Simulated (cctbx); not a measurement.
## Resonant diffraction in LuSnBr7

Space group P2_1/c (no. 14), a = 11.4690 Å, b = 7.4300 Å, c = 15.4840 Å, α = 90.00°, β = 118.52°, γ = 90.00°.

```
atom  mult.       x       y       z  Ueq (Å²)
 Lu1      4  0.1920  0.2356  0.7668    0.0179
 Sn1      4  0.2647  0.7368  0.5363    0.0137
 Br1      4  0.0317  0.9232  0.7383    0.0172
 Br2      4  0.0121  0.7588  0.9405    0.0253
 Br3      4  0.7198  0.5603  0.5462    0.0274
 Br4      4  0.5261  0.7214  0.6379    0.0191
 Br5      4  0.2495  0.5323  0.6766    0.0143
 Br6      4  0.2758  0.0377  0.6476    0.0141
 Br7      4  0.2991  0.5449  0.9183    0.0178
```

This is a model crystal, built by substitution and not relaxed, with assumed displacement parameters.

Calculated with cctbx: free-atom f′ and f″ from the Sasaki tables, no fine structure; amplitudes in electrons.

```
E (eV)  F 0 1 1  F 0 0 2  F 1 0 0  F 1 1 1
  8644     18.4     56.0    114.2      9.6
  8994     18.3     48.8    111.5      8.9
  9124     18.3     42.8    109.2      8.4
  9184     18.2     37.4    107.2      7.9
  9214     18.2     31.8    105.2      7.4
  9229     18.1     26.3    103.1      6.9
  9236     18.0     21.4    101.3      6.5
  9240     18.0     16.2     99.4      6.0
  9248     18.0     28.5     99.3      6.5
  9252     18.0     32.1    101.7      7.0
  9259     18.1     35.9    103.8      7.5
  9274     18.2     40.4    106.0      8.0
  9304     18.2     45.1    108.2      8.5
  9394     18.3     51.5    110.9      9.1
  9644     18.4     57.6    113.5      9.7
```

**Question.** Which edge is crossed, and why do the reflections move as they do?

The L3 edge of Lu. The edge is at 9244 eV. f′ of Lu falls from -12.0 e at 9124 eV to -18.9 e at 4 eV below it, and f″ steps from 3.76 to 10.53 e across it. Over that approach |F| changes by -2 % (0 1 1), -62 % (0 0 2), -9 % (1 0 0) and -29 % (1 1 1): a reflection falls where Lu scatters in phase with the total and rises where it scatters against it; it hardly moves where the Lu term is small or cancels by symmetry. Above the edge the larger f″ enters the imaginary part, where it can add to or cancel the other atoms' f″. The structure is centrosymmetric, so Friedel mates stay equal.

[Logs are printed without paths, hosts, clocks, repeated set-up lines and the standing remarks that a program may print on its own settings, such as how far it seeks lower states.]
